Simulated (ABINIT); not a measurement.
**Diamond (Fd-3m, 2 atoms a cell): G0W0 in ABINIT against the bands in the screening**

How does the gap of Diamond (Fd-3m, 2 atoms a cell) converge in the bands in the screening?

Program: ABINIT 10.8.3. Level of theory: PBE and many-body steps on it, plane waves. Results are calculated unless marked as measured.

## Step 1: The structure

Symmetry: Fd-3m, No. 227, cubic system. The conventional cell has a = 3.567 Å, b = 3.567 Å, c = 3.567 Å, α = 90.00°, β = 90.00°, γ = 90.00°. Nearest to C lie 4 C at 1.54 Å.

As a file:

```cif
data_structure
_symmetry_space_group_name_H-M 'P 1'
_symmetry_Int_Tables_number 1
_cell_length_a 2.5221
_cell_length_b 2.5221
_cell_length_c 2.5221
_cell_angle_alpha 60.000
_cell_angle_beta 60.000
_cell_angle_gamma 60.000
_cell_volume 11.34
loop_
_atom_site_label
_atom_site_type_symbol
_atom_site_fract_x
_atom_site_fract_y
_atom_site_fract_z
_atom_site_occupancy
C1 C 0.00000 0.00000 0.00000 1
C2 C 0.25000 0.25000 0.25000 1
```

The cell and positions come from the Crystallography Open Database and are kept as given unless a step says otherwise.

## Step 2: Screening, 8×8×8 mesh, 12 bands, screening to 261.2 eV

This step: ABINIT 10.8.3; RPA screening on PBE, plane waves, norm-conserving pseudopotentials.

The RPA dielectric matrix is built and inverted for each q.

Contents of run.abi:

```
acell 3*1.0 Angstrom
rprim 
  -0.000000000000 1.783370000000 1.783370000000
  1.783370000000 0.000000000000 1.783370000000
  1.783370000000 1.783370000000 0.000000000000
ntypat 1
znucl 6
natom 2
typat 1 1
xred 
  0.000000000000 0.000000000000 -0.000000000000
  0.250000000000 0.250000000000 0.250000000000
pp_dirpath "pseudos"
pseudos "C.upf"
ecut 37
ngkpt 8 8 8
nshiftk 1
shiftk 0 0 0
kptopt 1
chksymbreak 0
istwfk *1
occopt 1
irdwfk 1
optdriver 3
nband 12
ecuteps 9.6
inclvkb 2
awtr 1
symchi 1
indata_prefix "in"
outdata_prefix "out"
tmpdata_prefix "tmp"
```

On the command line:

```sh
$ OMP_NUM_THREADS=1 mpirun -n 4 abinit run.abi > log
```

What it wrote:

```text
.Version 10.8.3 of ABINIT. v10.8.2 released Aug 2026.

 Symmetries : space group Fd -3 m (#227); Bravais cF (face-center cubic)
[... echo of the input left out ...]
== DATASET  1 ==================================================================
-   mpi_nproc: 4, omp_nthreads: 1 (-1 if OMP is not activated)

--- !DatasetInfo
iteration_state: {dtset: 1, }
dimensions: {natom: 2, nkpt: 29, mband: 12, nsppol: 1, nspinor: 1, nspden: 1, mpw: 869, }
cutoff_energies: {ecut:  37.0, pawecutdg:  -1.0, }
electrons: {nelect:   8.00000000E+00, charge:   0.00000000E+00, occopt:   1.00000000E+00, tsmear:   1.00000000E-02, }

 SCREENING: Calculation of the susceptibility and dielectric matrices

 Based on a program developped by R.W. Godby, V. Olevano, G. Onida, and L. Reining.
 Incorporated in ABINIT by V. Olevano, G.-M. Rignanese, and M. Torrent.
.Using double precision arithmetic ; gwpc =  8

[... cell and pseudopotentials left out ...]
--------------------------------------------------------------------------------

 ==== K-mesh for the wavefunctions ====
 Number of points in the irreducible wedge :    29
[... list of points left out ...]
 Together with 48 symmetry operations and time-reversal symmetry
 yields   512 points in the full Brillouin Zone.

 ==== Q-mesh for the screening function ====
 Number of points in the irreducible wedge :    29
[... list of points left out ...]
 Together with 48 symmetry operations and time-reversal symmetry
 yields   512 points in the full Brillouin Zone.

 setmesh: FFT mesh size selected  =    20x   20x   20
          total number of points  =         8000

 vcoul_init : cutoff-mode = AUXILIARY_FUNCTION
 q-points for optical limit:   1
     1)      0.000010    0.000020    0.000030

- screening: taking advantage of time-reversal symmetry
- Maximum band index for partially occupied states nbvw = 4
- Remaining bands to be divided among processors   nbcw = 8
- Number of bands treated by each node ~2

 Number of electrons calculated from density =    8.0000; Expected =    8.0000
 average of density, n =  0.104505
 r_s =    1.3170
 omega_plasma =   31.1835 [eV]

 calculating chi0 at frequencies [eV] :
  1    0.000000E+00    0.000000E+00
  2    0.000000E+00    3.118352E+01

--------------------------------------------------------------------------------
  q-point number  1        q = ( 0.000000, 0.000000, 0.000000) [r.l.u.]
--------------------------------------------------------------------------------
[... chi0 elements left out ...]
 For q-point:  0.000010 0.000020 0.000030
  dielectric constant =   5.4693
  dielectric constant without local fields =   5.9113

  Average fulfillment of the sum rule on Im[epsilon] for q-point    1 :     19.71  [%]
[... wings left out ...]
  q-point number  2        q = ( 0.125000, 0.000000, 0.000000) [r.l.u.]
--------------------------------------------------------------------------------
[... chi0 elements left out ...]
  Average fulfillment of the sum rule on Im[epsilon] for q-point    2 :     79.43  [%]

 [... 27 further q-points ...]
```

Elapsed: 4.2 s, on 4 MPI ranks of AMD EPYC 9R45, shared host; peak memory 0.45 GiB; 16 s of CPU time.

Numbers from this step:

```yaml
eps_infinity_with_local_fields_on_this_mesh_along_the_program_s_q_direction: 5.469
the_same_without_local_fields: 5.911
plasma_frequency: 31.18 eV
plane_waves_in_the_screening_matrix: 113
```

Local fields lower ε∞ by 7 %.

## Step 3: 12 bands

This step: G0W0 on PBE, plane waves, norm-conserving pseudopotentials.

run.abi: that of step 2 with these lines changed.

```diff
@@ -23,8 +23,17 @@
 irdwfk 1
-optdriver 3
-nband 12
+optdriver 4
+nband 56
+gwcalctyp 0
+ecutsigx 37
+symsigma 1
+nkptgw 2
+kptgw 
+  0.0000000000 0.0000000000 0.0000000000
+  0.3750000000 0.3750000000 0.0000000000
+bdgw 
+  2 7
+  3 6
 ecuteps 9.6
-inclvkb 2
-awtr 1
-symchi 1
+irdscr 1
+ppmodel 1
 indata_prefix "in"
```

What it wrote:

```text
.Version 10.8.3 of ABINIT. v10.8.2 released Aug 2026.

 Symmetries : space group Fd -3 m (#227); Bravais cF (face-center cubic)
[... echo of the input left out ...]
== DATASET  1 ==================================================================
-   mpi_nproc: 4, omp_nthreads: 1 (-1 if OMP is not activated)

--- !DatasetInfo
iteration_state: {dtset: 1, }
dimensions: {natom: 2, nkpt: 29, mband: 56, nsppol: 1, nspinor: 1, nspden: 1, mpw: 869, }
cutoff_energies: {ecut:  37.0, pawecutdg:  -1.0, }
electrons: {nelect:   8.00000000E+00, charge:   0.00000000E+00, occopt:   1.00000000E+00, tsmear:   1.00000000E-02, }

 SIGMA: Calculation of the GW corrections

 Based on a program developped by R.W. Godby, V. Olevano, G. Onida, and L. Reining.
 Incorporated in ABINIT by V. Olevano, G.-M. Rignanese, and M. Torrent.
.Using double precision arithmetic ; gwpc =  8

[... cell and pseudopotentials left out ...]
--------------------------------------------------------------------------------

 ==== K-mesh for the wavefunctions ====
 Number of points in the irreducible wedge :    29
[... list of points left out ...]
 Together with 48 symmetry operations and time-reversal symmetry
 yields   512 points in the full Brillouin Zone.

 ==== Q-mesh for screening function ====
 Number of points in the irreducible wedge :    29
[... list of points left out ...]
 Together with 48 symmetry operations and time-reversal symmetry
 yields   512 points in the full Brillouin Zone.

 vcoul_init : cutoff-mode = AUXILIARY_FUNCTION
 q-points for optical limit:   1
     1)      0.000010    0.000020    0.000030
 setmesh: FFT mesh size selected  =    32x   32x   32
          total number of points  =        32768

 Number of electrons calculated from density =    8.0000; Expected =    8.0000
 average of density, n =  0.104505
 r_s =    1.3170
 omega_plasma =   31.1835 [eV]

 === KS Band Gaps ===
  >>>> For spin  1
   Minimum direct gap =   5.6255 [eV], located at k-point      :   0.0000  0.0000  0.0000
   Fundamental gap    =   4.1901 [eV], Top of valence bands at :   0.0000  0.0000  0.0000
                                       Bottom of conduction at :   0.3750  0.3750  0.0000
 SIGMA fundamental parameters:
 PLASMON POLE MODEL  1
 number of plane-waves for SigmaX                  869
 number of plane-waves for SigmaC and W            113
 number of plane-waves for wavefunctions           869
 number of bands                                    56
 number of independent spin polarizations            1
 number of spinorial components                      1
 number of k-points in IBZ                          29
 number of q-points in IBZ                          29
 number of symmetry operations                      48
 number of k-points in BZ                          512
 number of q-points in BZ                          512
 number of frequencies for dSigma/dE                 9
 frequency step for dSigma/dE [eV]                0.25
 number of omega for Sigma on real axis              0
 max omega for Sigma on real axis  [eV]           0.00
 zcut for avoiding poles [eV]                     0.10

 EPSILON^-1 parameters (SCR file):
 dimension of the eps^-1 matrix on file            113
 dimension of the eps^-1 matrix used               113
 number of plane-waves for wavefunctions           869
 number of bands                                    12
 number of q-points in IBZ                          29
 number of frequencies                               2
 number of real frequencies                          1
 number of imag frequencies                          1

 matrix elements of self-energy operator (all in [eV])

 Perturbative Calculation

--- !SelfEnergy_ee
iteration_state: {dtset: 1, }
kpoint     : [   0.000,    0.000,    0.000, ]
spin       : 1
KS_gap     :    5.626
QP_gap     :    7.496
Delta_QP_KS:    1.870
data: !SigmaeeData |
     Band     E0 <VxcDFT>   SigX SigC(E0)      Z dSigC/dE  Sig(E)    E-E0       E
        2  10.293 -16.962 -19.293   1.948   0.832  -0.201 -17.281  -0.318   9.974
        3  10.293 -16.962 -19.293   1.948   0.832  -0.201 -17.281  -0.318   9.974
        4  10.293 -16.962 -19.293   1.948   0.832  -0.201 -17.281  -0.318   9.974
        5  15.918 -15.643  -9.539  -4.242   0.833  -0.200 -14.091   1.552  17.470
        6  15.918 -15.643  -9.539  -4.242   0.833  -0.200 -14.091   1.552  17.470
        7  15.918 -15.643  -9.539  -4.242   0.833  -0.200 -14.091   1.552  17.470

--- !SelfEnergy_ee
iteration_state: {dtset: 1, }
kpoint     : [   0.375,    0.375,    0.000, ]
spin       : 1
KS_gap     :    9.944
QP_gap     :   11.694
Delta_QP_KS:    1.750
data: !SigmaeeData |
     Band     E0 <VxcDFT>   SigX SigC(E0)      Z dSigC/dE  Sig(E)    E-E0       E
        3   4.539 -15.969 -20.469   3.632   0.815  -0.227 -16.676  -0.708   3.831
        4   4.539 -15.969 -20.469   3.632   0.815  -0.227 -16.676  -0.708   3.831
        5  14.483 -14.094  -8.673  -4.186   0.844  -0.185 -13.052   1.042  15.525
        6  17.096 -13.238  -7.304  -4.710   0.844  -0.184 -12.204   1.034  18.130

== END DATASET(S) ==============================================================
================================================================================

 -outvars: echo values of variables after computation  --------
           etotal      0.0000000000E+00
            nband          56
             nkpt          29
          spgroup         227
 [... the other variables as echoed above ...]

 Calculation completed.
```

Wall time 4.7 s (4 MPI ranks); peak memory 0.66 GiB.

Numbers from this step:

* G0W0 gap on the points computed: 5.551 eV
* starting gap on the mesh: 4.190 eV
* k of the valence top: 0, 0, 0
* k of the conduction bottom: 0.375, 0.375, 0
* Z at the valence top: 0.832
* Z at the conduction bottom: 0.844
* least direct G0W0 gap on the computed points: 7.496 eV

## Step 4: Screening, 8×8×8 mesh, 15 bands, screening to 261.2 eV

This step: RPA screening on PBE, plane waves, norm-conserving pseudopotentials.

run.abi: that of step 3 with these lines changed.

```diff
@@ -23,17 +23,8 @@
 irdwfk 1
-optdriver 4
-nband 56
-gwcalctyp 0
-ecutsigx 37
-symsigma 1
-nkptgw 2
-kptgw 
-  0.0000000000 0.0000000000 0.0000000000
-  0.3750000000 0.3750000000 0.0000000000
-bdgw 
-  2 7
-  3 6
+optdriver 3
+nband 15
 ecuteps 9.6
-irdscr 1
-ppmodel 1
+inclvkb 2
+awtr 1
+symchi 1
 indata_prefix "in"
```

What it wrote:

```text
.Version 10.8.3 of ABINIT. v10.8.2 released Aug 2026.

 Symmetries : space group Fd -3 m (#227); Bravais cF (face-center cubic)
[... echo of the input left out ...]
== DATASET  1 ==================================================================
-   mpi_nproc: 4, omp_nthreads: 1 (-1 if OMP is not activated)

--- !DatasetInfo
iteration_state: {dtset: 1, }
dimensions: {natom: 2, nkpt: 29, mband: 15, nsppol: 1, nspinor: 1, nspden: 1, mpw: 869, }
cutoff_energies: {ecut:  37.0, pawecutdg:  -1.0, }
electrons: {nelect:   8.00000000E+00, charge:   0.00000000E+00, occopt:   1.00000000E+00, tsmear:   1.00000000E-02, }

 SCREENING: Calculation of the susceptibility and dielectric matrices

 Based on a program developped by R.W. Godby, V. Olevano, G. Onida, and L. Reining.
 Incorporated in ABINIT by V. Olevano, G.-M. Rignanese, and M. Torrent.
.Using double precision arithmetic ; gwpc =  8

[... cell and pseudopotentials left out ...]
--------------------------------------------------------------------------------

 ==== K-mesh for the wavefunctions ====
 Number of points in the irreducible wedge :    29
[... list of points left out ...]
 Together with 48 symmetry operations and time-reversal symmetry
 yields   512 points in the full Brillouin Zone.

 ==== Q-mesh for the screening function ====
 Number of points in the irreducible wedge :    29
[... list of points left out ...]
 Together with 48 symmetry operations and time-reversal symmetry
 yields   512 points in the full Brillouin Zone.

 setmesh: FFT mesh size selected  =    20x   20x   20
          total number of points  =         8000

 vcoul_init : cutoff-mode = AUXILIARY_FUNCTION
 q-points for optical limit:   1
     1)      0.000010    0.000020    0.000030

- screening: taking advantage of time-reversal symmetry
- Maximum band index for partially occupied states nbvw = 4
- Remaining bands to be divided among processors   nbcw = 11
- Number of bands treated by each node ~2

 Number of electrons calculated from density =    8.0000; Expected =    8.0000
 average of density, n =  0.104505
 r_s =    1.3170
 omega_plasma =   31.1835 [eV]

 calculating chi0 at frequencies [eV] :
  1    0.000000E+00    0.000000E+00
  2    0.000000E+00    3.118352E+01

--------------------------------------------------------------------------------
  q-point number  1        q = ( 0.000000, 0.000000, 0.000000) [r.l.u.]
--------------------------------------------------------------------------------
[... chi0 elements left out ...]
 For q-point:  0.000010 0.000020 0.000030
  dielectric constant =   5.4797
  dielectric constant without local fields =   5.9304

  Average fulfillment of the sum rule on Im[epsilon] for q-point    1 :     29.08  [%]
[... wings left out ...]
  q-point number  2        q = ( 0.125000, 0.000000, 0.000000) [r.l.u.]
--------------------------------------------------------------------------------
[... chi0 elements left out ...]
  Average fulfillment of the sum rule on Im[epsilon] for q-point    2 :     83.98  [%]

 [... 27 further q-points ...]
```

The job ended after 5.5 s (4 MPI ranks; peak memory 0.47 GiB).

Numbers from this step:

```yaml
eps_infinity_with_local_fields_on_this_mesh_along_the_program_s_q_direction: 5.480
the_same_without_local_fields: 5.930
plasma_frequency: 31.18 eV
plane_waves_in_the_screening_matrix: 113
```

## Step 5: 15 bands

The self-energy is evaluated for the states that the input lists, and the levels follow from it, in one-shot runs by the linearised quasiparticle equation.

This step: G0W0 on PBE, plane waves, norm-conserving pseudopotentials.

run.abi: that of step 4 with these lines changed.

```diff
@@ -23,8 +23,17 @@
 irdwfk 1
-optdriver 3
-nband 15
+optdriver 4
+nband 56
+gwcalctyp 0
+ecutsigx 37
+symsigma 1
+nkptgw 2
+kptgw 
+  0.0000000000 0.0000000000 0.0000000000
+  0.3750000000 0.3750000000 0.0000000000
+bdgw 
+  2 7
+  3 6
 ecuteps 9.6
-inclvkb 2
-awtr 1
-symchi 1
+irdscr 1
+ppmodel 1
 indata_prefix "in"
```

What it wrote:

```text
.Version 10.8.3 of ABINIT. v10.8.2 released Aug 2026.

 Symmetries : space group Fd -3 m (#227); Bravais cF (face-center cubic)
[... echo of the input left out ...]
== DATASET  1 ==================================================================
-   mpi_nproc: 4, omp_nthreads: 1 (-1 if OMP is not activated)

--- !DatasetInfo
iteration_state: {dtset: 1, }
dimensions: {natom: 2, nkpt: 29, mband: 56, nsppol: 1, nspinor: 1, nspden: 1, mpw: 869, }
cutoff_energies: {ecut:  37.0, pawecutdg:  -1.0, }
electrons: {nelect:   8.00000000E+00, charge:   0.00000000E+00, occopt:   1.00000000E+00, tsmear:   1.00000000E-02, }

 SIGMA: Calculation of the GW corrections

 Based on a program developped by R.W. Godby, V. Olevano, G. Onida, and L. Reining.
 Incorporated in ABINIT by V. Olevano, G.-M. Rignanese, and M. Torrent.
.Using double precision arithmetic ; gwpc =  8

[... cell and pseudopotentials left out ...]
--------------------------------------------------------------------------------

 ==== K-mesh for the wavefunctions ====
 Number of points in the irreducible wedge :    29
[... list of points left out ...]
 Together with 48 symmetry operations and time-reversal symmetry
 yields   512 points in the full Brillouin Zone.

 ==== Q-mesh for screening function ====
 Number of points in the irreducible wedge :    29
[... list of points left out ...]
 Together with 48 symmetry operations and time-reversal symmetry
 yields   512 points in the full Brillouin Zone.

 vcoul_init : cutoff-mode = AUXILIARY_FUNCTION
 q-points for optical limit:   1
     1)      0.000010    0.000020    0.000030
 setmesh: FFT mesh size selected  =    32x   32x   32
          total number of points  =        32768

 Number of electrons calculated from density =    8.0000; Expected =    8.0000
[...]
number of omega for Sigma on real axis              0
 max omega for Sigma on real axis  [eV]           0.00
 zcut for avoiding poles [eV]                     0.10

 EPSILON^-1 parameters (SCR file):
 dimension of the eps^-1 matrix on file            113
 dimension of the eps^-1 matrix used               113
 number of plane-waves for wavefunctions           869
 number of bands                                    15
 number of q-points in IBZ                          29
 number of frequencies                               2
 number of real frequencies                          1
 number of imag frequencies                          1

 matrix elements of self-energy operator (all in [eV])

 Perturbative Calculation

--- !SelfEnergy_ee
iteration_state: {dtset: 1, }
kpoint     : [   0.000,    0.000,    0.000, ]
spin       : 1
KS_gap     :    5.626
QP_gap     :    7.461
Delta_QP_KS:    1.835
data: !SigmaeeData |
     Band     E0 <VxcDFT>   SigX SigC(E0)      Z dSigC/dE  Sig(E)    E-E0       E
        2  10.293 -16.962 -19.293   1.868   0.832  -0.201 -17.347  -0.385   9.908
        3  10.293 -16.962 -19.293   1.868   0.832  -0.201 -17.347  -0.385   9.908
        4  10.293 -16.962 -19.293   1.868   0.832  -0.201 -17.347  -0.385   9.908
[...]
--- !SelfEnergy_ee
iteration_state: {dtset: 1, }
kpoint     : [   0.375,    0.375,    0.000, ]
spin       : 1
KS_gap     :    9.944
QP_gap     :   11.652
Delta_QP_KS:    1.708
data: !SigmaeeData |
     Band     E0 <VxcDFT>   SigX SigC(E0)      Z dSigC/dE  Sig(E)    E-E0       E
[...]
5  14.483 -14.094  -8.673  -4.310   0.843  -0.186 -13.156   0.938  15.421
        6  17.096 -13.238  -7.304  -4.847   0.845  -0.184 -12.320   0.919  18.015

== END DATASET(S) ==============================================================
================================================================================

 -outvars: echo values of variables after computation  --------
           etotal      0.0000000000E+00
            nband          56
             nkpt          29
          spgroup         227
 [... the other variables as echoed above ...]

 Calculation completed.
```

It took 4.7 s on 4 MPI ranks; peak memory 0.66 GiB.

Numbers from this step:

```
G0W0 gap on the points computed              : 5.513 eV
starting gap on the mesh                     : 4.190 eV
k of the valence top                         : 0, 0, 0
k of the conduction bottom                   : 0.375, 0.375, 0
Z at the valence top                         : 0.832
Z at the conduction bottom                   : 0.843
least direct G0W0 gap on the computed points : 7.461 eV
```

The gap on the mesh goes from 4.19 eV to 5.51 eV, a correction of +1.32 eV.

(Part 1 of 2 ends here.)

[Paths, hosts, dates, memory and timing lines, banners, echoed tables and standing remarks are left out of the program output.]

[Logs are printed without paths, hosts, clocks, repeated set-up lines and the standing remarks that a program may print on its own settings, such as how far it seeks lower states.]

[Runs of the session that timed out or met a known fault of the program may be left out.]

[No measured gap is set beside runs whose start may be inverted or whose files or cutoffs have a known fault.]

[Hosts, paths, dates, database ids (printed as entryN), source tags and the programs' standing remarks are cut or masked in the printed files.]

[G0W0 gaps are taken among the corrected bands and points alone; a level outside them can change the order at an edge.]

[Where Ansatz stands beside ABINIT at settings called matched, ABINIT's density can come from a denser mesh and the files from another edition; pairs whose starting gaps differed by over 0.03 eV were left out, so agreement reads better than it is.]
